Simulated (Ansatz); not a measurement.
# Phonons of BN (F-43m) against volume

Aim: how do the optical modes of BN (F-43m) move with volume?

Main program and level: Ansatz 0.2.0; DFT LDA, scalar-relativistic, plane waves, PAW; PAW set soft_1.

This is a report of a sequence of runs, with most program output left out.

### Step 1. Set-up

It takes space group F-43m (No. 216, cubic). Conventional cell: a = 3.626 Å, b = 3.626 Å, c = 3.626 Å, α = 90.00°, β = 90.00°, γ = 90.00°. Nearest to B lie 4 N at 1.57 Å. N has 4 B at 1.57 Å nearest. Farther neighbours and most contacts between anions are not listed.

### Step 2. A rough relaxation first

The start is far from rest, so a relaxation with loose tolerances brings it close first.

Contents of input.yaml:

```yaml
crystal:
  lattice:
    - [0.0, 1.813001, 1.813001]
    - [1.813001, 0.0, 1.813001]
    - [1.813001, 1.813001, 0.0]
  atoms:
    - { symbol: B, position: [0.0, 0.0, 0.0] }
    - { symbol: "N", position: [0.25, 0.25, 0.25] }
kpoints:
  mp_grid: { grid: [10, 10, 10] }
hamiltonian:
  xc: lda
  pseudopotentials: { kind: paw, azcp: { folder: soft_1 }, xc_functional: pbe }
scf:
  occupations: { method: gaussian, width: 0.1 }
output:
  forces: true
  stress: true
  eigenvalues: true
relax:
  adjacent_minimum: "off"
  f_tol: 0.05
  max_steps: 80
  cell: { stress_tol: 0.5 }
```

Command:

```
$ ansatz run input.yaml --threads 4 --pin off --max-ram 10240MiB --backend cpu --events-out ev --progress --plain --runs-dir out
```

Elapsed: 1 s, on 4 threads of Arm Neoverse V2, shared host; peak memory 0.24 GiB; 3 s of CPU time.

The steps of the relaxation:

| step | energy less that of the first step (eV) | largest force component (eV/Å) | pressure (GPa) | volume (Å³) |
| --- | --- | --- | --- | --- |
| 1 | 0.0000 | 0.0000 | -14.38 | 11.92 |
| 2 | -0.0182 | 0.0000 | -6.15 | 11.66 |
| 3 | -0.0226 | 0.0000 | 0.30 | 11.47 |
| 4* | -0.0208 | 0.0000 | -0.03 | 11.47 |

Relaxation steps marked * repeat the geometry before them on a plane-wave basis chosen anew for their cell, so energy and pressure can jump there.

The run keeps the 24 symmetry operations that it works with, so distortions that break them were not tested.

| conventional cell, symmetrised | before | after | change |
| --- | --- | --- | --- |
| a (Å) | 3.626 | 3.580 | -1.3 % |
| b (Å) | 3.626 | 3.580 | -1.3 % |
| c (Å) | 3.626 | 3.580 | -1.3 % |
| volume (Å³/atom) | 5.96 | 5.73 | -3.8 % |

Final coordinates:

```xyz
2
Lattice="0.0000 1.7899 1.7899 1.7899 0.0000 1.7899 1.7899 1.7899 0.0000" Properties=species:S:1:pos:R:3 pbc="T T T"
B     0.0000    0.0000    0.0000
N     0.8950    0.8950    0.8950
```

This step gave:

```yaml
pressure: -0.02511 GPa
gap_on_the_k_mesh: 4.389 eV
volume_per_atom: 5.735 Å³
```

In this step the volume went from 5.96 to 5.73 Å³/atom.

### Step 3. Bringing the structure to rest

The cell and atoms are relaxed, since residual forces and stress would shift the frequencies.

input.yaml, the sections that differ from step 2:

```yaml
crystal:
  lattice:
    - [0.0, 1.789940711, 1.789940711]
    - [1.789940711, 0.0, 1.789940711]
    - [1.789940711, 1.789940711, 0.0]
  atoms:
    - { symbol: B, position: [0.0, 0.0, 0.0] }
    - { symbol: "N", position: [0.25, 0.25, 0.25] }
kpoints:
  mp_grid: { grid: [12, 12, 12] }
scf:
  occupations: { method: gaussian, width: 0.02 }
relax:
  adjacent_minimum: "off"
  f_tol: 0.005
  max_steps: 80
  cell: { stress_tol: 0.05 }
# hamiltonian, output: as in step 2
```

Wall time 0.74 s (4 threads); peak memory 0.25 GiB; 2.2 s of CPU time.

Little changed from the start: no atom moved by 0.005 Å and no cell edge by 0.1 %.

This step gave:

| Property | Result |
| --- | --- |
| pressure | -0.01829 GPa |

In this step the volume went from 5.73 to 5.73 Å³/atom.

### Step 4. Tight relaxation

Phonons need small forces and stress, so the relaxation is finished with tight tolerances on 12×12×12 k points.

input.yaml: that of step 3 with these lines changed.

```diff
@@ -14,3 +14,3 @@
 scf:
-  occupations: { method: gaussian, width: 0.02 }
+  occupations: { method: fixed }
 output:
@@ -21,4 +21,4 @@
   adjacent_minimum: "off"
-  f_tol: 0.005
-  max_steps: 80
-  cell: { stress_tol: 0.05 }
+  f_tol: 0.001
+  max_steps: 60
+  cell: { stress_tol: 0.01 }
```

Wall time 0.92 s (4 threads); peak memory 0.24 GiB; 2.8 s of CPU time.

Little changed from the start: no atom moved by 0.005 Å and no cell edge by 0.1 %.

Numbers from this step:

```yaml
pressure: -0.007875 GPa
```

The forces vanish by symmetry and the pressure is -0.008 GPa, within the tolerances set. The cell now holds 5.73 Å³/atom.

### Step 5. Zone-centre response at rest

The modes at rest are the reference of the series, and the response to a field gives the dielectric tensor and the Born charges.

input.yaml, the sections that differ from step 4:

```yaml
crystal:
  lattice:
    - [0.0, 1.7899253139, 1.7899253139]
    - [1.7899253139, 0.0, 1.7899253139]
    - [1.7899253139, 1.7899253139, 0.0]
  atoms:
    - { symbol: B, position: [0.0, 0.0, 0.0] }
    - { symbol: "N", position: [0.25, 0.25, 0.25] }
output:
  eigenvalues: true
phonons:
  method: dfpt
  dielectric: true
  rigid_motions: translations
  raman: true
# kpoints, hamiltonian, scf: as in step 4
# relax: removed
```

Run time: 18 s. Hardware: 4 threads; peak memory 0.56 GiB; 69 s of CPU time.

Numbers from this step:

| Quantity | Value |
| --- | --- |
| sum-rule residual before enforcement | 9.14e-5 eV/Å² |
| miss of the charge sum rule | 5.68e-7 e |
| point group | -43m |
| highest optical mode at the zone centre (no LO-TO term) | 1067 cm⁻¹ |
| lowest optical zone-centre mode | 1067 cm⁻¹ |
| mean high-frequency dielectric constant | 4.566 |
| largest Born charge (third of the trace) | 1.877 e |
| mean static dielectric constant | 6.744 |
| top of the zone-centre spectrum with the field | 1296 cm⁻¹ |

Without the LO-TO term. Patterns of degenerate modes are one choice out of their space. Modes at Γ, with each element's share of the kinetic energy:

| mode | frequency (cm⁻¹) | symmetry | B % | N % |
| --- | --- | --- | --- | --- |
| 1 | 0.0 | acoustic | 44 | 56 |
| 2 | 0.0 | acoustic | 44 | 56 |
| 3 | 0.0 | acoustic | 44 | 56 |
| 4 | 1066.7 | T2 | 56 | 44 |
| 5 | 1066.7 | T2 | 56 | 44 |
| 6 | 1066.7 | T2 | 56 | 44 |

Displacements in mode 4 (1066.7 cm⁻¹), the largest set to 1:
```
B1   1.00  0.00  0.00
N2  -0.77  0.00  0.00
```

Optical modes at the zone centre, without and with the macroscopic field of the longitudinal modes; each column is sorted by frequency, so a row need not hold one and the same mode. Modes with and without the field, by row:

| rank among optical modes | no field (cm⁻¹) | q along (1, 0, 0) (cm⁻¹) |
| --- | --- | --- |
| 1 | 1067 | 1067 |
| 2 | 1067 | 1067 |
| 3 | 1067 | 1296 |

Born charge (rows field, columns displacement) (e), principal values of the symmetric part by kind of site:

| atom | atoms with these values | low | middle | high | mean |
| --- | --- | --- | --- | --- | --- |
| B1 | 1 | 1.88 | 1.88 | 1.88 | 1.88 |
| N2 | 1 | -1.88 | -1.88 | -1.88 | -1.88 |

In full for B1:

```
1.88 0.00 0.00
0.00 1.88 0.00
0.00 0.00 1.88
```

High-frequency dielectric tensor:

```
4.57 0.00 0.00
0.00 4.57 0.00
0.00 0.00 4.57
```

Static dielectric tensor (ions relaxed, fixed cell):

```
6.74 0.00 0.00
0.00 6.74 0.00
0.00 0.00 6.74
```

Transverse modes. Lines of the infrared spectrum (strongest = 100):

| position (cm⁻¹) | label | relative intensity |
| --- | --- | --- |
| 1067 | T2 | 100 |

Activity x (w_L - w)^4 (n + 1)/w, 532 nm, 300 K; modes without the macroscopic field alone. Raman lines, with heights relative to the strongest:

| position (cm⁻¹) | label | relative intensity |
| --- | --- | --- |
| 1067 | T2 | 100 |

Before it was imposed, the acoustic sum rule was missed by 9.1e-5 eV/Å² and the charge sum rule by 5.7e-7 e. Small misses are needed for a sound result but don't prove that mesh and cutoff are converged. The lowest optical mode is real, 1067 cm⁻¹.

### Step 6. Ground state of a member: 1.06 times the volume at rest

The cell is set to 1.06 times the volume at rest; symmetry leaves nothing else free, so this is a single point.

input.yaml, the sections that differ from step 5:

```yaml
crystal:
  lattice:
    - [0.0, 1.8250308013, 1.8250308013]
    - [1.8250308013, 0.0, 1.8250308013]
    - [1.8250308013, 1.8250308013, 0.0]
  atoms:
    - { symbol: B, position: [0.0, 0.0, 0.0] }
    - { symbol: "N", position: [0.25, 0.25, 0.25] }
output:
  forces: true
  stress: true
  eigenvalues: true
# kpoints, hamiltonian, scf: as in step 5
# phonons: removed
```

Wall time 0.35 s (4 threads); peak memory 0.23 GiB.

Numbers from this step:

```
pressure          : -21.03 GPa
gap on the k-mesh : 4.320 eV
volume per atom   : 6.079 Å³
```

The forces vanish by symmetry, at a pressure of -21.03 GPa.

### Step 7. Modes of this member: 1.06 times the volume at rest

The zone-centre modes follow for 1.06 times the volume at rest, with the response to a field.

input.yaml: that of step 6 with these lines changed.

```diff
@@ -16,4 +16,6 @@
 output:
-  forces: true
-  stress: true
   eigenvalues: true
+phonons:
+  method: dfpt
+  dielectric: true
+  rigid_motions: translations
```

Elapsed: 3.1 s, on 4 threads; peak memory 0.35 GiB; 11 s of CPU time.

Numbers from this step:

```
sum-rule residual before enforcement                    : 4.87e-6 eV/Å²
miss of the charge sum rule                             : 4.48e-7 e
highest optical mode at the zone centre (no LO-TO term) : 991.7 cm⁻¹
lowest optical zone-centre mode                         : 991.7 cm⁻¹
mean high-frequency dielectric constant                 : 4.623
largest Born charge (third of the trace)                : 1.905 e
mean static dielectric constant                         : 7.072
top of the zone-centre spectrum with the field          : 1226 cm⁻¹
```

Without the LO-TO term. Patterns of degenerate modes are one choice out of their space. Modes at Γ, with each element's share of the kinetic energy:

| mode | frequency (cm⁻¹) | symmetry | B % | N % |
| --- | --- | --- | --- | --- |
| 1 | 0.0 | acoustic | 44 | 56 |
| 2 | 0.0 | acoustic | 44 | 56 |
| 3 | 0.0 | acoustic | 44 | 56 |
| 4 | 991.7 | T2 | 56 | 44 |
| 5 | 991.7 | T2 | 56 | 44 |
| 6 | 991.7 | T2 | 56 | 44 |

Transverse modes. Infrared lines, with heights relative to the strongest:

| position (cm⁻¹) | label | relative intensity |
| --- | --- | --- |
| 992 | T2 | 100 |

The optical mode without the LO-TO term lies at 991.7 cm⁻¹.

For the mean static dielectric tensor (ions relaxed, fixed cell), step 5 gave 6.74; this run, with volume ratio 1.06, gives 7.07 (+5 %).

### Step 8. Ground state of a member: 0.9 times the volume at rest

The cell is set to 0.9 times the volume at rest; symmetry leaves nothing else free, so this is a single point.

input.yaml, the sections that differ from step 7:

```yaml
crystal:
  lattice:
    - [0.0, 1.7281538898, 1.7281538898]
    - [1.7281538898, 0.0, 1.7281538898]
    - [1.7281538898, 1.7281538898, 0.0]
  atoms:
    - { symbol: B, position: [0.0, 0.0, 0.0] }
    - { symbol: "N", position: [0.25, 0.25, 0.25] }
output:
  forces: true
  stress: true
  eigenvalues: true
# kpoints, hamiltonian, scf: as in step 7
# phonons: removed
```

The job ended after 0.34 s (4 threads; peak memory 0.23 GiB; 0.93 s of CPU time).

This step gave:

```yaml
pressure: 51.20 GPa
gap_on_the_k_mesh: 4.509 eV
volume_per_atom: 5.161 Å³
```

The forces vanish by symmetry, at a pressure of 51.20 GPa.

### Step 9. Zone-centre modes of the member: 0.9 times the volume at rest

The zone-centre modes follow for 0.9 times the volume at rest, with the response to a field.

input.yaml: that of step 8 with these lines changed.

```diff
@@ -16,4 +16,6 @@
 output:
-  forces: true
-  stress: true
   eigenvalues: true
+phonons:
+  method: dfpt
+  dielectric: true
+  rigid_motions: translations
```

Run time: 3.4 s. Hardware: 4 threads; peak memory 0.33 GiB.

Numbers from this step:

| Item | Value |
| --- | --- |
| sum-rule residual before enforcement | 1.19e-4 eV/Å² |
| miss of the charge sum rule | 3.23e-6 e |
| highest optical mode at the zone centre (no LO-TO term) | 1213 cm⁻¹ |
| lowest optical zone-centre mode | 1213 cm⁻¹ |
| mean high-frequency dielectric constant | 4.486 |
| largest Born charge (third of the trace) | 1.826 e |
| mean static dielectric constant | 6.258 |
| top of the zone-centre spectrum with the field | 1432 cm⁻¹ |

Without the LO-TO term. Patterns of degenerate modes are one choice out of their space. The modes at Γ (shares of kinetic energy by element, %):

| mode | frequency (cm⁻¹) | symmetry | B % | N % |
| --- | --- | --- | --- | --- |
| 1 | 0.0 | acoustic | 44 | 56 |
| 2 | 0.0 | acoustic | 44 | 56 |
| 3 | 0.0 | acoustic | 44 | 56 |
| 4 | 1212.6 | T2 | 56 | 44 |
| 5 | 1212.6 | T2 | 56 | 44 |
| 6 | 1212.6 | T2 | 56 | 44 |

Transverse modes. Lines of the infrared spectrum (strongest = 100):

| position (cm⁻¹) | label | relative intensity |
| --- | --- | --- |
| 1213 | T2 | 100 |

The optical mode without the LO-TO term lies at 1212.6 cm⁻¹.

For the mean static dielectric tensor (ions relaxed, fixed cell), step 5 gave 6.74; this run, with volume ratio 0.9, gives 6.26 (-7 %).

### Step 10. The series together

The members are set side by side, also those not shown above.

Each row is one cell with its response, relaxed at fixed volume as far as symmetry leaves anything free; energies are extrapolated to zero smearing, and E0 is that at rest; shape and atoms are relaxed in each cell where symmetry leaves them free. State of the crystal along the series:

| volume ratio | V (Å³/atom) | pressure (GPa) | E - E0 (meV/atom) | gap on mesh (eV) | ε∞ | ε0 | largest Born charge in size, a third of the trace (e) | top mode with the field, highest of q along x, y and z (cm⁻¹) |
| --- | --- | --- | --- | --- | --- | --- | --- | --- |
| 0.9 | 5.161 | 51.2 | 84.48 | 4.509 | 4.486 | 6.258 | 1.826 | 1432 |
| 0.92 | 5.276 | 38.94 | 52.27 | 4.484 | 4.5 | 6.35 | 1.837 | 1403 |
| 0.94 | 5.391 | 27.79 | 28.43 | 4.46 | 4.516 | 6.444 | 1.847 | 1375 |
| 0.96 | 5.505 | 17.64 | 12.22 | 4.435 | 4.532 | 6.541 | 1.858 | 1348 |
| 0.98 | 5.62 | 8.406 | 2.936 | 4.413 | 4.549 | 6.641 | 1.868 | 1322 |
| 0.99 | 5.677 | 4.102 | 0.7204 | 4.401 | 4.557 | 6.692 | 1.873 | 1309 |
| 1 | 5.735 | -0.007875 | 0 | 4.389 | 4.566 | 6.744 | 1.877 | 1296 |
| 1.02 | 5.849 | -7.674 | 2.757 | 4.367 | 4.584 | 6.85 | 1.887 | 1272 |
| 1.04 | 5.964 | -14.67 | 10.85 | 4.344 | 4.603 | 6.959 | 1.896 | 1249 |
| 1.06 | 6.079 | -21.03 | 23.61 | 4.32 | 4.623 | 7.072 | 1.905 | 1226 |

Without the LO-TO term; each mode is tracked from rest by its pattern, and modes that stay within 0.3 cm⁻¹ of each other stand once; shape and atoms are relaxed in each cell where symmetry leaves them free. Optical modes along the series:

| V (Å³/atom) | mode 4 T2 (cm⁻¹) |
| --- | --- |
| 5.161 | 1213 |
| 5.276 | 1181 |
| 5.391 | 1151 |
| 5.505 | 1122 |
| 5.62 | 1094 |
| 5.677 | 1080 |
| 5.735 | 1067 |
| 5.849 | 1041 |
| 5.964 | 1016 |
| 6.079 | 991.7 |

From cubic fits (parabolas where under five rows exist) of ln ω and P against ln V through the rows within about 4 % of rest: γ = −d ln ω / d ln V and dω/dP = γ ω / B. Slopes at rest:

| mode | fitted frequency at rest (cm⁻¹) | Grüneisen parameter γ | dω/dP (cm⁻¹/GPa) |
| --- | --- | --- | --- |
| mode 4 T2 | 1067 | 1.24 | 3.29 |
| longitudinal mode | 1296 | 0.95 | 3.07 |

### Step 11. Outcome

```json
{
 "members": "10",
 "highest optical mode at the zone centre (no LO-TO term), at rest": "1067 cm⁻¹",
 "bulk modulus at rest": "401 GPa",
 "mode 4 T2, γ": "1.24",
 "longitudinal mode, γ": "0.95"
}
```

The series spans -21.0 to 51.2 GPa, and the slope at rest gives a bulk modulus of 401 GPa. The transverse optical mode has γ = 1.24 and moves by 3.3 cm⁻¹ for each GPa, the longitudinal one has γ = 0.95 and moves by 3.1. ε∞ is 4.57 at rest, with d ln ε∞ / d ln V = 0.20. One k mesh and one cutoff serve the ground states and modes of all volumes; the field response picks its own mesh. These are harmonic frequencies at zero temperature: anharmonic shifts, linewidths and thermal expansion are left out. The PAW files were made for PBE; the program adapts parts of them to the functional of the run, but their partial waves stay those of PBE, an approximation that was not tested in this session. Only the zone centre was solved, so an instability at another wavevector cannot show here.

[Logs are printed without paths, hosts, clocks, repeated set-up lines and the standing remarks that a program may print on its own settings, such as how far it seeks lower states.]

[Hosts, paths, dates, database ids (printed as entryN), source tags and the programs' standing remarks are cut or masked in the printed files.]
